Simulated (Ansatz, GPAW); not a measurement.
# Mg/Cd(0001): work function by functional and basis, part 2 of 2

Aim: the work function of both faces of Mg/Cd(0001), and its spread over functionals and bases.

GPAW 26.7.0 and Ansatz 0.2.0; Ansatz plane waves; slab in vacuum with a dipole correction, relaxation (the session's first sound run).

So far, upper work function (eV): step 2 (relaxation, PBE) 3.52; step 4 (self-consistent run: xc = "vdW-DF2", GPAW, PAW setups, GPAW) 3.84; step 5 (self-consistent run: xc = "revPBE") 3.47; step 6 (OptPBE vdW: xc = "optPBE-vdW", GPAW, PAW setups, GPAW) 3.69; step 7 (real-space grid: mode = "fd", PBE, GPAW) 3.52.

## 9. A second plane-wave code

A second program with its own datasets checks the number independently.

This step: Ansatz plane waves; slab in vacuum with a dipole correction (Ansatz 0.2.0).

The input, input.yaml:

```yaml
crystal:
  lattice:
    - [5.96, 0.0, 0.0]
    - [2.98, 5.1615114066, 0.0]
    - [0.0, 0.0, 24.8788731682]
  atoms:
    - { symbol: Cd, position: [0.3333333333, 0.3333333333, 0.2813632254] }
    - { symbol: Cd, position: [0.0, 0.0, 0.3943160904] }
    - { symbol: Cd, position: [0.3335103754, 0.3335103754, 0.5146762891] }
    - { symbol: Cd, position: [-0.0013194217, -0.0013194217, 0.6322106851] }
    - { symbol: Cd, position: [0.3333333333, 0.8333333333, 0.2813632254] }
    - { symbol: Cd, position: [0.0, 0.5, 0.3943160904] }
    - { symbol: Cd, position: [0.3335103754, 0.8329792493, 0.5146762891] }
    - { symbol: Cd, position: [-0.0013194217, 0.5026388434, 0.6322106851] }
    - { symbol: Cd, position: [0.8333333333, 0.3333333333, 0.2813632254] }
    - { symbol: Cd, position: [0.5, 0.0, 0.3943160904] }
    - { symbol: Cd, position: [0.8329792493, 0.3335103754, 0.5146762891] }
    - { symbol: Cd, position: [0.5026388434, -0.0013194217, 0.6322106851] }
    - { symbol: Cd, position: [0.8333333333, 0.8333333333, 0.2813632254] }
    - { symbol: Cd, position: [0.5, 0.5, 0.3943160904] }
    - { symbol: Cd, position: [0.8333333333, 0.8333333333, 0.5117145641] }
    - { symbol: Cd, position: [0.5, 0.5, 0.6314365465] }
    - { symbol: Mg, position: [0.1666666667, 0.1666666667, 0.737952031] }
kpoints:
  mp_grid: { grid: [6, 6, 1] }
hamiltonian:
  xc: pbe
scf:
  occupations: { method: fermi_dirac, width: 0.1 }
efield:
  axis: 3
  dipole_correction: true
  ramp_width: 0.05
output:
  forces: true
  write_potential: true
  write_density: true
  volumetric_format: npy
  elf: true
```

On the command line:

```sh
ansatz run input.yaml --threads 4 --pin off --max-ram 8192MiB --backend cpu --events-out ev --progress --plain --runs-dir out
```

The job ended after 68 s (4 threads of Arm Neoverse N1, shared host; peak memory 3.1 GiB).

Numbers from this step:

```yaml
upper_work_function: 3.516 eV
lower_work_function: 3.846 eV
dipole_along_the_normal: 0.05602 e·Å
dipole_field: 0.01324 V/Å
vacuum_level_above: 8.458 eV
vacuum_level_below: 8.788 eV
```

The electrostatic potential energy of an electron (with the applied field's), less the Fermi level, planar mean oscillates, so the rows of the table below give means over windows of 2.9 Å about each position, cut where the curve ends. Its maxima inside the range that stand out by 2 % of the span (Å: eV): 8.4: 1.21, 11.3: 1.71, 14.2: 1.60, 17.3: 2.01. Its minima: 7.0: -11.0, 9.8: -11.1, 12.7: -11.1, 15.8: -11.2, 18.4: -1.20.

Table of electrostatic potential energy of an electron (with the applied field's), less the Fermi level, planar mean by z; means over each step:

z (Å), electrostatic potential energy of an electron (with the applied field's), less the Fermi level, planar mean (eV) and a bar from the least value:
```
     1.45        3.8 ##############################
     4.35        3.5 #############################
     7.25       -4.5 
    10.15       -4.5 
    13.05       -4.5 
    15.95       -4.5 
    18.85        1.3 #####################
    21.75        3.5 #############################
    24.65        3.5 #############################
```

Valence density, planar mean against z:

```tsv
z (Å)	valence density, planar mean (e/Å³)
3.0	8.3e-5
3.5	2.8e-4
4.0	9.4e-4
4.5	0.00325
5.0	0.0112
5.5	0.0391
6.0	0.157
6.5	1.04
7.0	2.67
7.5	1.06
8.0	0.172
8.5	0.110
9.0	0.315
9.5	1.86
10.0	2.33
10.5	0.491
11.0	0.113
11.5	0.0981
12.0	0.342
12.5	1.95
13.0	2.25
13.5	0.466
14.0	0.111
14.5	0.106
15.0	0.443
15.5	2.21
16.0	1.99
16.5	0.359
17.0	0.0836
17.5	0.0442
18.0	0.178
18.5	0.372
19.0	0.0384
19.5	0.0145
20.0	0.00699
20.5	0.00285
21.0	0.00106
21.5	3.8e-4
22.0	1.3e-4
```

Force by atom:

```tsv
atom	x (eV/Å)	y (eV/Å)	z (eV/Å)	size
Cd1	0.028	0.016	-0.117	0.121
Cd2	-0.020	-0.011	0.115	0.117
Cd3	-0.003	-0.002	0.001	0.004
Cd4	-0.002	-0.001	0.005	0.006
Cd5	0.000	-0.032	-0.117	0.121
Cd6	0.000	0.023	0.115	0.117
Cd7	0.000	0.004	0.001	0.004
Cd8	0.000	0.003	0.005	0.006
Cd9	-0.028	0.016	-0.117	0.121
Cd10	0.020	-0.011	0.115	0.117
Cd11	0.003	-0.002	0.001	0.004
Cd12	0.002	-0.001	0.005	0.006
Cd13	0.000	0.000	-0.108	0.108
Cd14	0.000	0.000	0.116	0.116
Cd15	0.000	0.000	-0.009	0.009
Cd16	0.000	0.000	0.000	0.000
Mg17	0.000	0.000	-0.011	0.011
```

ELF in the ca plane at fractional y = 0.333, with atoms of Cd within 0.2 Å of it. It is the smooth field of the valence electrons, not physical close to the nuclei.

Values, 9 rows by 16 columns, each cell a mean:
```
0.23 0.23 0.18 0.35 0.43 0.18 0.23 0.24 0.34 0.45 0.85 0.96 0.73 0.15 0.00 0.00
0.29 0.31 0.19 0.49 0.62 0.20 0.29 0.31 0.24 0.48 0.80 0.71 0.28 0.03 0.00 0.00
0.21 0.21 0.18 0.28 0.33 0.18 0.21 0.22 0.16 0.11 0.19 0.11 0.02 0.00 0.00 0.00
0.22 0.26 0.17 0.21 0.22 0.18 0.24 0.24 0.15 0.03 0.01 0.00 0.00 0.00 0.00 0.00
0.21 0.21 0.17 0.24 0.27 0.17 0.20 0.21 0.16 0.07 0.11 0.06 0.01 0.00 0.00 0.00
0.28 0.29 0.19 0.46 0.59 0.19 0.28 0.30 0.21 0.39 0.71 0.59 0.19 0.01 0.00 0.00
0.25 0.25 0.18 0.40 0.50 0.19 0.25 0.26 0.33 0.53 0.89 0.95 0.67 0.12 0.00 0.00
0.21 0.23 0.17 0.22 0.23 0.17 0.21 0.22 0.32 0.11 0.60 0.99 0.88 0.29 0.01 0.00
0.22 0.24 0.17 0.21 0.22 0.18 0.22 0.23 0.31 0.08 0.55 0.99 0.89 0.31 0.01 0.00
```
Columns run along c (16.0 Å, from fractional 0.36 to 1.00 of the cell), rows up along a (6.0 Å). Atoms in or near the plane, at fractional coordinates: Cd at (0.51, 0.33), Cd at (0.51, 0.83).

Electrostatic potential energy in the ca plane at fractional y = 0.333, with atoms of Cd within 0.2 Å of it. With pseudopotentials it is smooth inside the atoms' cores, unlike the true potential.

Ten even steps from '0' (-20 eV) to '9' (9 eV), each cell a mean:
```
88778899741015899877789987778999999999999999
99888998510002799988899998889999999999999999
99999998500001799999999999999999999999999999
98888998610003799888899999999999999999999999
87667899852136898866789999999999999999999999
86435899987678998643579999999999999999999999
85324799988889998632478999999999999999999999
86446899876578998744589999999999999999999999
88778899741015899877789999999999999999999999
99888998510002799988899999999999999999999999
99999998500001799999999999999999999999999999
98888998610003799988899998889999999999999999
87667899852136899876789987778999999999999999
86435899987678998743578876567899999999999999
85324799988889998632478875557899999999999999
86446899876678998744578876667899999999999999
```
Columns run along c (16.0 Å, from fractional 0.36 to 1.00 of the cell; values clipped at the 3rd and 97th percentile), rows up along a (6.0 Å). Atoms in or near the plane, at fractional coordinates: Cd at (0.51, 0.33), Cd at (0.51, 0.83).

Valence density in the ca plane at fractional y = 0.333, with atoms of Cd within 0.2 Å of it. It is the smooth field of the valence electrons, not physical close to the nuclei.

Ten steps, logarithmic in the rise over the least value, from '0' (0 e/Å³) to '9' (23 e/Å³), each cell a mean:
```
01111000135642100111110000000000000000000000
01111000258974100011100000000000000000000000
00110001269984100011000000000000000000000000
01111000257873100111100000000000000000000000
01121100124542100112110000000000000000000000
12332100011211001123210000000000000000000000
12332100011110001233210000000000000000000000
11232100012211001123210000000000000000000000
01111100135642100111100000000000000000000000
01111000258974100011100000000000000000000000
00110001269984100011000000000000000000000000
01111000257873100011100000000000000000000000
01121100124542100112110000000000000000000000
12332100011211001123210000000000000000000000
12332100011110001233211001100000000000000000
11232100012211001122210000000000000000000000
```
Columns run along c (16.0 Å, from fractional 0.36 to 1.00 of the cell), rows up along a (6.0 Å). Atoms in or near the plane, at fractional coordinates: Cd at (0.51, 0.33), Cd at (0.51, 0.83).

The upper face's work function is 3.516 eV, against 3.522 eV in the first plane-wave PBE run at this geometry.

## 10. Side by side

Results and costs are gathered.

This step: comparison of work functions, dipole and cost (GPAW 26.7.0).

Ladder, by row:

```tsv
step	code	work function, upper (eV)	work function, lower (eV)	dipole (e Å)	wall time (s)	peak memory (GiB)	threads
pw	GPAW	3.522	3.864	0.05768	2985	1.07	1
vdW-DF2	GPAW	3.842	4.192	0.05916	2839	1.5	1
revPBE	GPAW	3.472	3.72	0.0417	2941	1.07	1
optPBE-vdW	GPAW	3.687	4.038	0.05929	2930	1.5	1
fd	GPAW	3.521	3.863	0.05818	12424	5.97	1
ansatz	Ansatz	3.516	3.846	0.05602	67.64	3.054	4
```

## 11. Outcome

```
work function, upper and lower face : 3.522 and 3.864 eV
dipole along the normal             : 0.0577 e Å
```

What this shows: With plane waves and PBE the work function is 3.52 eV on the upper face and 3.86 eV on the lower. The two faces differ by 0.34 eV, the step that the slab's dipole makes (e p/(ε0 A) gives 0.34 eV), so the dipole layer is needed. Over the sound runs of the table the upper face's work function spans 3.472 (revPBE) to 3.842 eV (vdW-DF2). The two plane-wave codes differ by 0.0060 eV on the upper face. The cell of 30.8 Å² holds one Mg, started on one chosen site; other sites and coverages weren't tried. The in-plane lattice was kept as typed, which isn't the functional's own and leaves some strain; spin-orbit coupling and temperature are left out.

[Logs are printed without paths, hosts, clocks, repeated set-up lines and the standing remarks that a program may print on its own settings, such as how far it seeks lower states.]

[Hosts, paths, dates, database ids (printed as entryN), source tags and the programs' standing remarks are cut or masked in the printed files.]
